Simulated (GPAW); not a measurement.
Two runs for the Y L₃ edge of atom 1 in YSe (Fm-3m). Run A: GPAW, LDA, excited-electron core hole (neutral cell), 12-atom cell with 7.0 Å between holes, 5×4×5 k points, dipole transitions, Gaussian full width 1.5 eV up to 4 eV, rising linearly to 3.5 eV at 25 eV. Run B differs in one choice.

Energy from the lowest empty level; intensity scaled to a mean of 1 over the first 20 eV:

```csv
E (eV),A,B
-2.0,0.00,0.00
-1.5,0.02,0.04
-1.0,0.15,0.24
-0.5,0.62,0.93
0.0,1.60,2.28
0.5,2.92,3.83
1.0,3.95,4.65
1.5,4.10,4.14
2.0,3.46,2.88
2.5,2.50,1.78
3.0,1.64,1.15
3.5,1.01,0.88
4.0,0.64,0.76
4.5,0.54,0.66
5.0,0.57,0.55
5.5,0.61,0.53
6.0,0.65,0.65
6.5,0.76,0.81
7.0,0.86,0.91
7.5,0.87,0.90
8.0,0.79,0.79
8.5,0.67,0.64
9.0,0.56,0.54
9.5,0.52,0.52
10.0,0.54,0.55
10.5,0.58,0.57
11.0,0.59,0.54
11.5,0.55,0.50
12.0,0.49,0.46
12.5,0.44,0.45
13.0,0.43,0.47
13.5,0.46,0.52
14.0,0.53,0.59
14.5,0.61,0.66
15.0,0.68,0.71
15.5,0.72,0.72
16.0,0.73,0.69
16.5,0.70,0.64
17.0,0.64,0.58
17.5,0.58,0.52
18.0,0.52,0.48
18.5,0.49,0.47
19.0,0.47,0.47
19.5,0.47,0.48
20.0,0.48,0.49
20.5,0.49,0.49
21.0,0.49,0.50
21.5,0.50,0.50
22.0,0.51,0.51
22.5,0.52,0.54
23.0,0.54,0.57
23.5,0.57,0.61
24.0,0.61,0.66
24.5,0.65,0.71
25.0,0.68,0.75
25.5,0.71,0.78
26.0,0.73,0.78
26.5,0.72,0.76
27.0,0.70,0.73
27.5,0.67,0.68
28.0,0.64,0.64
28.5,0.61,0.60
29.0,0.59,0.56
29.5,0.57,0.53
30.0,0.55,0.49
30.5,0.52,0.47
31.0,0.50,0.45
31.5,0.48,0.44
32.0,0.47,0.44
```

Q: What was changed?
a) the broadening
b) the volume of the cell
c) the plane-wave cutoff
d) the size of the supercell

(d): run B changes the supercell atoms from 12 to 2, and the k mesh follows the cell. The scaled spectrum changes by 19 % r.m.s. A shift of -0.2 eV leaves 10 %. The highest intensity below 24 eV goes from 1.4 eV (4.16) to 1.0 eV (4.65). Other settings could leave a like mark; this is the one that was changed.

[Banner, clock and machine lines of the logs are left out without a mark of their own.]

[Logs are printed without paths, hosts, clocks, repeated set-up lines and the standing remarks that a program may print on its own settings, such as how far it seeks lower states.]

[Hosts, paths, dates, database ids (printed as entryN), source tags and the programs' standing remarks are cut or masked in the printed files.]

[Lists of maxima count a maximum above −3 eV only where it reaches 4 % of the highest in the window and stands out from its surroundings by 2 % of it (1.5 % where it reaches 55 %); shoulders and weaker maxima are passed over, and of the rest the first, up to two pre-edge ones and the few strongest are named.]
